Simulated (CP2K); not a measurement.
Consider 2-isocyanoimidazole at its PBE geometry (Å).

```xyz
10

C     3.2891   -0.6149   -0.0342
N     2.1072   -0.4997    0.0012
C     0.7479   -0.3582    0.0363
N    -0.1363   -1.3163    0.2707
C    -1.3603   -0.6877    0.2014
C    -1.2120    0.6575   -0.0737
N     0.1470    0.8597   -0.1788
H    -2.2821   -1.2385    0.3535
H    -1.9236    1.4650   -0.1956
H     0.6232    1.7330   -0.3807
```

Method: CP2K XAS_TDP, all-electron GAPW, PBEh(45%), aug-cc-pVDZ, TDA, GW2X-corrected core level, no relativity.

Where do the C K-edge lines lie, and how strong are they?

Leading lines: C1 288.70 eV, C3 289.27 eV, C5 288.38 eV and C6 288.20 eV. The leading line of an atom is its first one with 35 % of the strongest within 2.5 eV of its lowest line over the strength cut. Core ionisation energies at this level: C3 294.84, C5 292.75, C1 295.09 and C6 293.17 eV.

The first six lines of each atom with a strength over 0.0015:

```
                     atom  energy (eV)  states  strength, one atom  above the computed threshold
         C1 (bonded to N)       288.70       1              0.0652                              
                                288.73       1              0.0721                              
                                294.79       1              0.0052                              
                                295.08       1              0.0025                              
                                295.45       1              0.0017                           yes
                                295.80       1              0.0022                           yes
       C3 (bonded to 3 N)       289.27       1              0.0481                              
                                292.19       1              0.0061                              
                                292.71       1              0.0028                              
                                293.21       1              0.0026                              
                                293.62       1              0.0150                              
                                293.88       1              0.0026                              
C5 (bonded to C, N and H)       288.38       1              0.0543                              
                                290.77       1              0.0069                              
                                291.29       1              0.0037                              
                                291.77       1              0.0036                              
                                291.84       1              0.0015                              
                                292.19       1              0.0028                              
C6 (bonded to C, N and H)       288.20       1              0.0495                              
                                290.62       1              0.0116                              
                                290.88       1              0.0034                              
                                291.54       1              0.0047                              
                                292.13       1              0.0016                              
                                292.23       1              0.0029
```

Lines are vertical, at one geometry, with no vibrational structure. GW2X ionisation energies and lines can be off by 1 to 2 eV either way, and a good line position may hide errors that cancel. These values hold no scalar relativity, about 0.1 eV for C 1s. Rydberg lines, and the discretised continuum above threshold, depend on the basis and the box.

[Banner, clock and machine lines of the logs are left out without a mark of their own.]

[Logs are printed without paths, hosts, clocks, repeated set-up lines and the standing remarks that a program may print on its own settings, such as how far it seeks lower states.]

[Hosts, paths, dates, database ids (printed as entryN), source tags and the programs' standing remarks are cut or masked in the printed files.]
